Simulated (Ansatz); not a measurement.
## Mg3SbAs (built on the sites of a database entry of Mg3Sb2): the cell at rest: cost of one run

Ansatz 0.2.0; DFT PBEsol, scalar-relativistic, plane waves, norm-conserving pseudopotentials. The cell holds 5 atoms.

The structure was built from a prototype and need not be the compound's stable phase.

The input, input.yaml:

```yaml
crystal:
  lattice:
    - [4.49083, 0.0, 0.0]
    - [-2.24541, 3.88917, 0.0]
    - [0.0, 0.0, 7.09986]
  atoms:
    - { symbol: Mg, position: [0.3333333333, 0.6666666667, 0.63] }
    - { symbol: Mg, position: [0.6666666667, 0.3333333333, 0.37] }
    - { symbol: Mg, position: [0.0, 0.0, 0.0] }
    - { symbol: Sb, position: [0.3333333333, 0.6666666667, 0.235] }
    - { symbol: As, position: [0.6666666667, 0.3333333333, 0.765] }
kpoints:
  mp_grid: { grid: [6, 6, 4] }
hamiltonian:
  xc: pbesol
  pseudopotentials: { kind: nc }
scf:
  occupations: { method: gaussian, width: 0.1 }
output:
  forces: true
  stress: true
  eigenvalues: true
relax:
  adjacent_minimum: "off"
  f_tol: 0.05
  max_steps: 80
  cell: { stress_tol: 0.5 }
```

Launch:

```console
$ ansatz run input.yaml --threads 8 --pin off --max-ram 14336MiB --backend cpu --events-out ev --progress --plain --runs-dir out
```

The cutoff in use is 1143 eV. For reference, a run of the same kind (5 atoms, 43 k-points, 36 bands and 10,239 plane waves; 34 SCF cycles) took 74 s and 1.4 GiB on the same hardware.

What time and memory should one allow on 8 threads of Arm Neoverse N1, shared host?

A cutoff of 1143 eV is a sphere of radius 17.3 Å⁻¹, so a cell of 124 Å³ holds about V·G³/6π² = 10,878 plane waves. At two electrons a band, the 60 electrons need 30 bands, and 6 more are carried. Symmetry cuts the 6×6×4 mesh from 144 to 24 points. The run has 24 k-points, 36 bands and 10,251 plane waves. Taking the work of a cycle as k-points × spins × bands × plane waves, that is 0.56 times the reference, or 42 s at the reference's 34 cycles. The run needed 29 SCF cycles over 5 ionic steps, which makes it about 35 s. One copy of the wavefunctions takes 0.13 GiB at 16 bytes a coefficient, against 0.24 GiB in the reference; grids, projectors and work arrays come on top. Measured: about 41 s, with a peak of 1.2 GiB. The estimate holds within 25 %.

[Logs are printed without paths, hosts, clocks, repeated set-up lines and the standing remarks that a program may print on its own settings, such as how far it seeks lower states.]

[Hosts, paths, dates, database ids (printed as entryN), source tags and the programs' standing remarks are cut or masked in the printed files.]
